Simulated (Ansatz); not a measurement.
# O on W(110): change of the work function, part 3 of 5

Wanted: Δφ(θ) for O/W(110), starting from the hollow site.

Ansatz 0.2.0; plane-wave DFT, PBE-D3(BJ), Ansatz PAW (the session's first sound run).

So far, work function, upper face (eV): step 2 (the clean slab) 4.83; step 3 (37 atoms, coverage 0.111 ML, cell 3x3) 4.85.

**4. The covered slab, k-mesh 6×6×1, coverage 0.25 ML**

System of this step: W16O (O/W(110)). The cell holds 17 atoms: 16 W and 1 O. Its edges and angles: a = 5.473 Å, b = 5.473 Å, c = 26.354 Å, α = 90.0°, β = 90.0°, γ = 70.5°. Vacuum lies along c.

Another coverage, to see how the dipoles act on each other as their distance changes.

The input, input.yaml:

```yaml
crystal:
  lattice:
    - [4.468914857, -3.16, 0.0]
    - [4.468914857, 3.16, 0.0]
    - [0.0, 0.0, 26.3538566803]
  atoms:
    - { symbol: W, position: [0.0, 0.0, 0.3415059932] }
    - { symbol: W, position: [0.25, 0.25, 0.4262927269] }
    - { symbol: W, position: [0.0, 0.0, 0.5114464376] }
    - { symbol: W, position: [0.25, 0.25, 0.5939903406] }
    - { symbol: W, position: [0.0, 0.5, 0.3415059932] }
    - { symbol: W, position: [0.25, 0.75, 0.4262927269] }
    - { symbol: W, position: [0.0, 0.5, 0.5114464376] }
    - { symbol: W, position: [0.25, 0.75, 0.5939903406] }
    - { symbol: W, position: [0.5, 0.0, 0.3415059932] }
    - { symbol: W, position: [0.75, 0.25, 0.4262927269] }
    - { symbol: W, position: [0.5, 0.0, 0.5114464376] }
    - { symbol: W, position: [0.75, 0.25, 0.5939903406] }
    - { symbol: W, position: [0.5, 0.5, 0.3415059932] }
    - { symbol: W, position: [0.75, 0.75, 0.4262927269] }
    - { symbol: W, position: [0.5, 0.5, 0.5114464376] }
    - { symbol: W, position: [0.75, 0.75, 0.5939903406] }
    - { symbol: O, position: [0.42, 0.42, 0.6584940068] }
kpoints:
  mp_grid: { grid: [6, 6, 1] }
hamiltonian:
  xc: pbe
  dispersion: d3bj
scf:
  occupations: { method: fermi_dirac, width: 0.1 }
  convergence: { dr2_threshold: 1.0e-08 }
efield:
  axis: 3
  dipole_correction: true
  ramp_position: 0.97
  ramp_width: 0.06
relax:
  f_tol: 0.02
  max_steps: 60
  constraints: [{ sites: [0, 1, 4, 5, 8, 9, 12, 13] }]
output:
  bader: true
  dos: { projected: true, e_range: [-8, 4] }
  write_potential: true
  write_density: true
  volumetric_format: npy
  elf: true
```

Started as:

```console
$ ansatz run input.yaml --threads 4 --pin off --max-ram 12288MiB --backend cpu --events-out ev --progress --plain --runs-dir out
```

Numbers of over 12 decimals in the logs are rounded to 6 here.

The program printed:

```text
[...]
Crystal: 17 atoms, lattice volume = 744.326 Å³
Basis set: ecut = 420 eV, 14529 PW (Γ), exchange–correlation on 80×80×360 points (8 copies of the dense FFT grid, shifted against one another)
Bands: 138, of which v1, the nominal top of the filled ones, is band 115 counted from 1 (114 counted from 0)
Symmetry: 2 space group operations
[...]
k-points: 13 of 36 (time reversal used)
[...]
SCF iter   1: F=—  HF=-166722.001503 eV  |F-HF|=—  |Δ(HF+E_count)|=         —  Δρ=9.25e-3  dr2=7.55e0  ethr=1.77e-3  p=-0.141 e·Å  D=-3.44e-2 V/Å  ΔV_dip=0.91 eV  dr2_dipole=6.21e-3  V_vac-E_F(+/−)=5.93/5.03 eV  ⟨swp⟩=9.4  Hψ=8959  notcnv=0
[...]
SCF iter  10: F=-166721.656301 eV  HF=-166721.656301 eV  |F-HF|=1.71e-8  |Δ(HF+E_count)|=   3.58e-8  Δρ=5.86e-7  dr2=5.82e-9  ethr=4.35e-12  p=-0.129 e·Å  D=-3.15e-2 V/Å  ΔV_dip=0.83 eV  dr2_dipole=1.19e-10  V_vac-E_F(+/−)=5.75/4.92 eV  ⟨swp⟩=12.7  Hψ=14373  notcnv=0
SCF 1 converged in 10 iterations: F = -166721.656301 eV  dr2 = 5.82e-9
[...]
relax step   1: F+E_penalty+E_count = -166721.65630110 eV  Δ(F+E_penalty+E_count) = +0.000e0 eV  max|allowed force component| = 4.525e0 eV/Å  Δτ_max = 0.0000 Å  (10 SCF iters, accepted)
[...]
SCF iter  10: F=-166722.653339 eV  HF=-166722.653339 eV  |F-HF|=7.19e-9  |Δ(HF+E_count)|=   3.03e-8  Δρ=3.69e-7  dr2=1.90e-9  ethr=4.35e-12  p=-0.054 e·Å  D=-1.32e-2 V/Å  ΔV_dip=0.35 eV  dr2_dipole=2.58e-11  V_vac-E_F(+/−)=5.27/4.92 eV  ⟨swp⟩=12.6  Hψ=13786  notcnv=0
SCF 2 converged in 10 iterations: F = -166722.653339 eV  dr2 = 1.90e-9
relax step   2: F+E_penalty+E_count = -166722.65333912 eV  Δ(F+E_penalty+E_count) = -9.970e-1 eV  max|allowed force component| = 2.797e0 eV/Å  Δτ_max = 0.1948 Å  (10 SCF iters, accepted)
SCF iter   1: F=—  HF=-166723.081727 eV  |F-HF|=—  |Δ(HF+E_count)|=         —  Δρ=6.14e-3  dr2=2.06e-1  ethr=1.22e-3  p=-0.054 e·Å  D=-1.32e-2 V/Å  ΔV_dip=0.35 eV  dr2_dipole=3.12e-3  V_vac-E_F(+/−)=5.27/4.92 eV  ⟨swp⟩=5.5  Hψ=4306  notcnv=0
[...]
SCF iter  10: F=-166723.016523 eV  HF=-166723.016523 eV  |F-HF|=4.10e-9  |Δ(HF+E_count)|=   4.28e-9  Δρ=2.75e-7  dr2=2.09e-9  ethr=4.35e-12  p=0.005 e·Å  D=1.34e-3 V/Å  ΔV_dip=-0.04 eV  dr2_dipole=5.38e-10  V_vac-E_F(+/−)=4.89/4.92 eV  ⟨swp⟩=12.4  Hψ=13633  notcnv=0
SCF 3 converged in 10 iterations: F = -166723.016523 eV  dr2 = 2.09e-9
relax step   3: F+E_penalty+E_count = -166723.01652262 eV  Δ(F+E_penalty+E_count) = -3.632e-1 eV  max|allowed force component| = 4.936e-1 eV/Å  Δτ_max = 0.1969 Å  (10 SCF iters, accepted)
[...]
relax step   4: F+E_penalty+E_count = -166723.05127930 eV  Δ(F+E_penalty+E_count) = -3.476e-2 eV  max|allowed force component| = 3.072e-1 eV/Å  Δτ_max = 0.2000 Å  (10 SCF iters, accepted)
[...]
relax step   5: F+E_penalty+E_count = -166723.07094918 eV  Δ(F+E_penalty+E_count) = -1.967e-2 eV  max|allowed force component| = 1.538e-1 eV/Å  Δτ_max = 0.0592 Å  (9 SCF iters, accepted)
[...]
relax step   6: F+E_penalty+E_count = -166723.07335814 eV  Δ(F+E_penalty+E_count) = -2.409e-3 eV  max|allowed force component| = 6.726e-2 eV/Å  Δτ_max = 0.0319 Å  (8 SCF iters, accepted)
SCF iter   1: F=—  HF=-166723.073864 eV  |F-HF|=—  |Δ(HF+E_count)|=         —  Δρ=2.89e-4  dr2=1.20e-3  ethr=5.59e-6  p=0.020 e·Å  D=4.82e-3 V/Å  ΔV_dip=-0.13 eV  dr2_dipole=3.52e-4  V_vac-E_F(+/−)=4.79/4.92 eV  ⟨swp⟩=2.2  Hψ=2872  notcnv=0
[...]
SCF iter   7: F=-166723.073908 eV  HF=-166723.073908 eV  |F-HF|=1.51e-8  |Δ(HF+E_count)|=   3.59e-8  Δρ=4.11e-7  dr2=1.54e-9  ethr=4.35e-12  p=0.021 e·Å  D=5.16e-3 V/Å  ΔV_dip=-0.14 eV  dr2_dipole=1.48e-11  V_vac-E_F(+/−)=4.78/4.92 eV  ⟨swp⟩=9.7  Hψ=14311  notcnv=0
SCF 7 converged in 7 iterations: F = -166723.073908 eV  dr2 = 1.54e-9
relax step   7: F+E_penalty+E_count = -166723.07390760 eV  Δ(F+E_penalty+E_count) = -5.495e-4 eV  max|allowed force component| = 9.010e-3 eV/Å  Δτ_max = 0.0077 Å  (7 SCF iters, accepted)
[...]
SCF converged after 7 iterations
Free energy (F): -166723.073908 eV
[...]
Internal energy: -166722.698028 eV  (E = F + TS)
E sigma→0 (E₀):  -166722.885968 eV
Entropy (-TS):   -0.375880 eV (-22.111 meV/atom)
Fermi energy:    4.722360 eV
Dipole field:    D = 0.005158 V/Å  (p = 0.021219 e·Å, saw-weighted, corrected)
Work function:   Φ+ = 4.7836 eV   Φ− = 4.9196 eV
[...]
--- Forces (eV/Å), atoms counted from 1 ---
  atom   1  W     -0.00282628    -0.00000000     0.53260550
  atom   2  W      0.16701464    -0.00000000    -0.57066164
  atom   3  W      0.00117521     0.00000000     0.00306557
  atom   4  W     -0.00287211     0.00000000    -0.00119615
  atom   5  W     -0.02014711    -0.00065475     0.53667184
  atom   6  W     -0.02115768     0.04255010    -0.41970961
  atom   7  W     -0.00182268    -0.00060263     0.00192245
  atom   8  W      0.00071745    -0.00048152    -0.00503501
  atom   9  W     -0.02014711     0.00065475     0.53667184
  atom  10  W     -0.02115768    -0.04255010    -0.41970961
  atom  11  W     -0.00182268     0.00060263     0.00192245
  atom  12  W      0.00071745     0.00048152    -0.00503501
  atom  13  W      0.02157396     0.00000000     0.38652875
  atom  14  W     -0.10627350    -0.00000000    -0.58705204
  atom  15  W      0.00030588     0.00000000     0.00309514
  atom  16  W      0.00347742     0.00000000    -0.00309698
  atom  17  O      0.00323048    -0.00000000     0.00900994
  max |Σ_I F_I| component: 1.43e-5 eV/Å
--- Band table (eV; the first three rows and the last of 13) ---
  k-point 0: bands = [... 111 lower, 5.3461, 5.3475, 5.4542, 5.4849, 5.5048, 5.5649, 5.8257, 6.0261, ... 19 higher]
  k-point 1: bands = [... 111 lower, 4.7642, 4.8697, 4.9875, 5.0332, 5.2836, 5.7793, 5.8473, 5.9143, ... 19 higher]
  k-point 2: bands = [... 111 lower, 3.9092, 4.1941, 4.5142, 4.7631, 4.9109, 5.0175, 5.2671, 5.4659, ... 19 higher]
  k-point 12: bands = [... 111 lower, 3.8821, 3.9048, 4.0299, 4.1281, 4.2129, 4.3003, 4.3280, 4.4703, ... 19 higher]
--- Relaxed structure (7 steps of the walk, 7 accepted, 0 SCFs on fresh bases) ---
  F+E_penalty+E_count = -166723.07390760 eV   max|allowed force component| = 9.010e-3 eV/Å
  atoms:
    - { symbol: W, position: [0.0, 0.0, 0.341506] }
    - { symbol: W, position: [0.25, 0.25, 0.426293] }
    - { symbol: W, position: [0.00212467, 0.00212467, 0.510357] }
    - { symbol: W, position: [0.244767, 0.244767, 0.594915] }
    - { symbol: W, position: [-5.551115123125783e-17, 0.5, 0.341506] }
    - { symbol: W, position: [0.250000, 0.75, 0.426293] }
    - { symbol: W, position: [0.00152364, 0.499995, 0.511916] }
    - { symbol: W, position: [0.251914, 0.753644, 0.596380] }
    - { symbol: W, position: [0.5, -5.551115123125783e-17, 0.341506] }
    - { symbol: W, position: [0.75, 0.250000, 0.426293] }
    - { symbol: W, position: [0.499995, 0.00152364, 0.511916] }
    - { symbol: W, position: [0.753644, 0.251914, 0.596380] }
    - { symbol: W, position: [0.5, 0.5, 0.341506] }
    - { symbol: W, position: [0.75, 0.75, 0.426293] }
    - { symbol: W, position: [0.500689, 0.500689, 0.511750] }
    - { symbol: W, position: [0.763023, 0.763023, 0.592050] }
    - { symbol: O, position: [0.437183, 0.437183, 0.640850] }
--- Bader charges: 17 sites ---
  site symbol  charge [e]  shift [e]
     0      W     -0.0564     0.0000
     1      W      0.0670     0.0000
     2      W      0.0373     0.0000
     3      W      0.2474     0.0002
     4      W     -0.0546     0.0000
     5      W      0.0519     0.0000
     6      W      0.0810     0.0000
     7      W      0.3258     0.0000
     8      W     -0.0546     0.0000
     9      W      0.0519     0.0000
    10      W      0.0810     0.0000
    11      W      0.3258     0.0000
    12      W     -0.0631     0.0000
    13      W      0.0571     0.0000
    14      W      0.0446     0.0000
    15      W     -0.0150     0.0000
    16      O     -1.1272     0.0003
  estimated error of the sums over rays = 8.9e-4 e
```

Elapsed: 6.6 min, on 4 threads of Arm Neoverse V1, shared host; peak memory 2.8 GiB.

The steps of the relaxation:

```tsv
step	energy less that of the first step (eV)	largest force component (eV/Å)
1	0.0000	4.5254
2	-0.9970	2.7971
3	-1.3602	0.4936
4	-1.3950	0.3072
5	-1.4146	0.1538
6	-1.4171	0.0673
7	-1.4176	0.0090
```

The run keeps the 2 symmetry operations that it works with, so distortions that break them were not tested.

The atoms that moved most (Å):

```tsv
atom	dx	dy	dz	length
O17	0.154	0.000	-0.465	0.490
W16	0.116	0.000	-0.051	0.127
W8	0.025	0.005	0.063	0.068
W12	0.025	-0.005	0.063	0.068
W4	-0.047	0.000	0.024	0.053
W3	0.019	0.000	-0.029	0.034
W11	0.007	0.005	0.012	0.015
W7	0.007	-0.005	0.012	0.015
```

Final coordinates:

```xyz
17
Lattice="4.4689 -3.1600 0.0000 4.4689 3.1600 0.0000 0.0000 0.0000 26.3539" Properties=species:S:1:pos:R:3
W     0.0000    0.0000    9.0000
W     2.2345    0.0000   11.2345
W     0.0190    0.0000   13.4499
W     2.1877    0.0000   15.6783
W     2.2345    1.5800    9.0000
W     4.4689    1.5800   11.2345
W     2.2412    1.5752   13.4910
W     4.4938    1.5855   15.7169
W     2.2345   -1.5800    9.0000
W     4.4689   -1.5800   11.2345
W     2.2412   -1.5752   13.4910
W     4.4938   -1.5855   15.7169
W     4.4689    0.0000    9.0000
W     6.7034    0.0000   11.2345
W     4.4751    0.0000   13.4866
W     6.8198    0.0000   15.6028
O     3.9075    0.0000   16.8889
```

Numbers from this step:

```
energy at zero smearing        : -166722.8860 eV
work function, upper face      : 4.784 eV
work function, lower face      : 4.920 eV
dipole along the normal        : 0.02122 e·Å
step between the vacuum levels : -0.1359 eV
```

The density of states has structure finer than the step of the table below, so its rows give means over 0.5 eV, whole bins alone (the curve runs from -8 to 1.89 eV). Peaks (eV: height): -3.16: 28.5, -3.10: 39.5, -2.95: 31.8, -2.89: 33.0, -2.74: 34.8, -2.44: 23.9, -1.98: 28.9.

Table of density of states by energy, zero at the Fermi level; means over each step:

```tsv
energy (eV)	density of states (states/eV a cell)
-7.5	1.93
-7.0	2.96
-6.5	7.31
-6.0	10.2
-5.5	10.8
-5.0	11.6
-4.5	15.9
-4.0	11.5
-3.5	14.6
-3.0	23.0
-2.5	21.0
-2.0	20.5
-1.5	19.2
-1.0	12.6
-0.5	10.2
0.0	11.4
0.5	13.0
1.0	16.2
1.5	19.5
```

Projected DOS per atom over height of the atomic layer and energy from the Fermi level. Layers: W4 W4 W4 W4 O from below.

Ten even steps from '0' (0.03 states/eV) to '9' (2.84 states/eV), each cell a mean:
```
34440
33330
32230
31120
21120
31120
41130
52240
53340
44340
45440
25530
12221
22221
34311
13311
12213
01119
00129
00002
00000
00000
```
Columns: height of the atomic layer (Å) from 9 to 16.9 (not evenly spaced); rows upwards: energy from the Fermi level (eV) from -7.96 to 1.84.

Valence density in the ca plane at fractional y = 0.000, with atoms of W within 0.2 Å of it. It is the smooth field of the valence electrons, not physical close to the nuclei.

Ten even steps from '0' (0.0 e/Å³) to '9' (5.1 e/Å³), each cell a mean:
```
39994100000027995100000000000000000000000000
14641000000013552000000000000000000000000000
01110000000001110000000000000000000000000000
00000000000000000000000000000000000000000000
01110000000001110000000000000000000000000000
14641000000013652000000000000000000000000000
39994100000027996100000000000000000000000000
49894100000028997100000000000000000000000000
27972000000015884100000000000000000000000000
02321000000001321000000000000000000000000000
00100000000000000000000000000000000000000000
00100000000000100000000000000000000000000000
02321000000002331000000000000000000000000000
27972000000026984100000000000000000000000000
49894100000039896100000000000000000000000000
```
Columns run along c (16.0 Å, from fractional 0.32 to 0.92 of the cell), rows up along a (5.5 Å). Atoms in or near the plane, at fractional coordinates: W at (0.34, 0.00), W at (0.51, 0.00), W at (0.34, 0.50), W at (0.51, 0.50).

Electrostatic potential energy in the ca plane at fractional y = 0.000, with atoms of W within 0.2 Å of it. With pseudopotentials it is smooth inside the atoms' cores, unlike the true potential.

Ten even steps from '0' (-59 eV) to '9' (10 eV), each cell a mean:
```
40003799999851002789999999999999999999999999
63236899899874235899889999999999999999999999
87778998889987778998889999999999999999999999
98889998889998888998889999999999999999999999
87678998889987678898889999999999999999999999
63236899899874225899889999999999999999999999
40003799999851002689999999999999999999999999
30003799999851001689999999999999999999999999
51015899999862013789999999999999999999999999
75457998889986557899889999999999999999999999
98889998889998888998889999999999999999999999
98888998889998888998889999999999999999999999
75457898889986457899889999999999999999999999
51015899999862013799999999999999999999999999
30003799999840002689999999999999999999999999
```
Columns run along c (16.0 Å, from fractional 0.32 to 0.92 of the cell; values clipped at the 3rd and 97th percentile), rows up along a (5.5 Å). Atoms in or near the plane, at fractional coordinates: W at (0.34, 0.00), W at (0.51, 0.00), W at (0.34, 0.50), W at (0.51, 0.50).

ELF in the ca plane at fractional y = 0.000, with atoms of W within 0.2 Å of it. It is the smooth field of the valence electrons, not physical close to the nuclei.

Ten even steps from '0' (0.00) to '9' (0.68), each cell a mean:
```
89587466556469688456666765310000000000000000
48984465456536984366566765310000000000000000
45544665556644543566567775310000000000000000
66545665556765545665567764210000000000000000
45544665556644543565456764200000000000000000
48984465456537995355456653100000000000000000
88587466556459669456556653100000000000000000
97168466566469349556567764200000000000000000
69996465456448997356556775310000000000000000
36753565456534764466557776420000000000000000
65545665556765545676667776421000000000000000
65545665556754444676667775421000000000000000
36763565456535773466566765321000000000000000
69996465456449997356666665310000000000000000
97168466566478249457666665310000000000000000
```
Columns run along c (16.0 Å, from fractional 0.32 to 0.92 of the cell), rows up along a (5.5 Å). Atoms in or near the plane, at fractional coordinates: W at (0.34, 0.00), W at (0.51, 0.00), W at (0.34, 0.50), W at (0.51, 0.50).

The relaxation took 7 steps and lowered the energy by 1.4 eV; the largest force on the free atoms ends at 0.0090 eV/Å.

By hand: a sheet of dipoles makes a step −p/(ε₀A) in the electron's potential. With e/ε₀ = 180.95 V·Å, p = 0.02122 e·Å and A = 28.24 Å², that is −180.95 × (0.02122) / 28.24 = -0.136 eV, and the two vacuum levels of the run differ by -0.136 eV.

The covered face has 4.78 eV, -0.04 eV against the clean one; the bare back face has moved by +0.02 eV, a measure of how thin the slab is.

**5. Adsorbate added, k-mesh 6×6×1, coverage 0.5 ML**

System of this step: W8O (O/W(110)). The cell holds 18 atoms: 16 W and 2 O. Its edges and angles: a = 5.473 Å, b = 5.473 Å, c = 26.354 Å, α = 90.0°, β = 90.0°, γ = 70.5°. Vacuum lies along c.

Another coverage, to see how the dipoles act on each other as their distance changes.

Edit input.yaml of step 4 so:

```diff
@@ -23,2 +23,3 @@
     - { symbol: O, position: [0.42, 0.42, 0.6584940068] }
+    - { symbol: O, position: [0.92, 0.92, 0.6584940068] }
 kpoints:
@@ -46,2 +47 @@
   volumetric_format: npy
-  elf: true
```

The program printed:

```text
[...]
Crystal: 18 atoms, lattice volume = 744.326 Å³
Basis set: ecut = 420 eV, 14529 PW (Γ), exchange–correlation on 80×80×360 points (8 copies of the dense FFT grid, shifted against one another)
Bands: 142, of which v1, the nominal top of the filled ones, is band 118 counted from 1 (117 counted from 0)
Symmetry: 4 space group operations
[...]
2      W      0.0222     0.0000
     3      W      0.3667     0.0003
     4      W     -0.0575     0.0000
     5      W      0.0563     0.0000
     6      W      0.0533     0.0000
     7      W      0.6572     0.0004
[...]
14      W      0.0222     0.0000
    15      W      0.3667     0.0003
    16      O     -1.1009     0.0002
    17      O     -1.1009     0.0002
  estimated error of the sums over rays = 1.1e-3 e
[key lines of the parts left out:]
SCF converged after 7 iterations
Free energy (F): -167292.136971 eV
Fermi energy:    4.719086 eV
Dipole field:    D = -0.008822 V/Å  (p = -0.036288 e·Å, saw-weighted, corrected)
Work function:   Φ+ = 5.1513 eV   Φ− = 4.9188 eV
```

Run time: 6.8 min. Hardware: 4 threads; peak memory 2.9 GiB; 26 min of CPU time.

Relaxation path:

```tsv
step	energy less that of the first step (eV)	largest force component (eV/Å)
1	0.0000	4.9741
2	-2.2679	2.5776
3	-2.8132	0.3691
4	-2.8069	0.2683
5	-2.8581	0.0382
6	-2.8583	0.0218
7	-2.8586	0.0053
```

Relaxation step 4 was tried and not accepted.

Forces are held to the 4 operations that the run works with; a distortion that breaks them can't arise in this run.

The atoms that moved most (Å):

```tsv
atom	dx	dy	dz	length
O17	0.077	0.000	-0.437	0.444
O18	0.077	0.000	-0.437	0.444
W8	0.103	0.000	0.085	0.133
W12	0.103	0.000	0.085	0.133
W16	0.053	0.000	-0.020	0.056
W4	0.053	0.000	-0.020	0.056
W15	0.024	0.000	-0.005	0.025
W3	0.024	0.000	-0.005	0.025
```

Final coordinates:

```xyz
18
Lattice="4.4689 -3.1600 0.0000 4.4689 3.1600 0.0000 0.0000 0.0000 26.3539" Properties=species:S:1:pos:R:3
W     0.0000    0.0000    9.0000
W     2.2345    0.0000   11.2345
W     0.0244    0.0000   13.4738
W     2.2874    0.0000   15.6344
W     2.2345    1.5800    9.0000
W     4.4689    1.5800   11.2345
W     2.2536    1.5800   13.4875
W     4.5719    1.5800   15.7386
W     2.2345   -1.5800    9.0000
W     4.4689   -1.5800   11.2345
W     2.2536   -1.5800   13.4875
W     4.5719   -1.5800   15.7386
W     4.4689    0.0000    9.0000
W     6.7034    0.0000   11.2345
W     4.4933    0.0000   13.4738
W     6.7563    0.0000   15.6344
O     3.8305    0.0000   16.9167
O     8.2994    0.0000   16.9167
```

The density of states has structure finer than the step of the table below, so its rows give means over 0.25 eV, whole bins alone (the curve runs from -8 to 1.98 eV). Peaks (eV: height): -3.280: 26.7, -3.070: 28.6, -2.680: 27.2, -2.590: 27.2, -2.020: 27.9, -1.860: 28.1, -0.510: 26.7.

Table of density of states by energy, zero at the Fermi level; means over each step:

```tsv
energy (eV)	density of states (states/eV a cell)
-7.75	1.23
-7.50	2.52
-7.25	3.01
-7.00	6.65
-6.75	6.90
-6.50	6.28
-6.25	11.2
-6.00	12.2
-5.75	16.7
-5.50	13.6
-5.25	13.4
-5.00	12.1
-4.75	13.3
-4.50	16.5
-4.25	10.0
-4.00	11.2
-3.75	13.9
-3.50	10.7
-3.25	20.7
-3.00	22.4
-2.75	21.5
-2.50	19.9
-2.25	21.7
-2.00	21.2
-1.75	21.4
-1.50	19.5
-1.25	14.1
-1.00	13.1
-0.75	8.87
-0.50	12.6
-0.25	9.19
0.00	10.1
0.25	12.3
0.50	13.1
0.75	13.6
1.00	15.5
1.25	17.2
1.50	19.3
1.75	20.1
```

The relaxation took 7 steps and lowered the energy by 2.9 eV; the largest force on the free atoms ends at 0.0053 eV/Å.

The covered face has 5.15 eV, +0.32 eV against the clean one; the bare back face has moved by +0.02 eV, a measure of how thin the slab is.

(Part 3 of 5 ends here.)

[Logs are printed without paths, hosts, clocks, repeated set-up lines and the standing remarks that a program may print on its own settings, such as how far it seeks lower states.]

[Hosts, paths, dates, database ids (printed as entryN), source tags and the programs' standing remarks are cut or masked in the printed files.]

[Maps of the electrostatic potential energy from Ansatz leave out the sawtooth potential of an applied field or a dipole correction, so their vacuum need not be flat; planar profiles and work functions include it.]

[The density of states shown here was stored with 400 of the rows of the run's finer table, so its peaks can read low, often by over a quarter, or be missed, and its means over a window can be off by a tenth or more.]
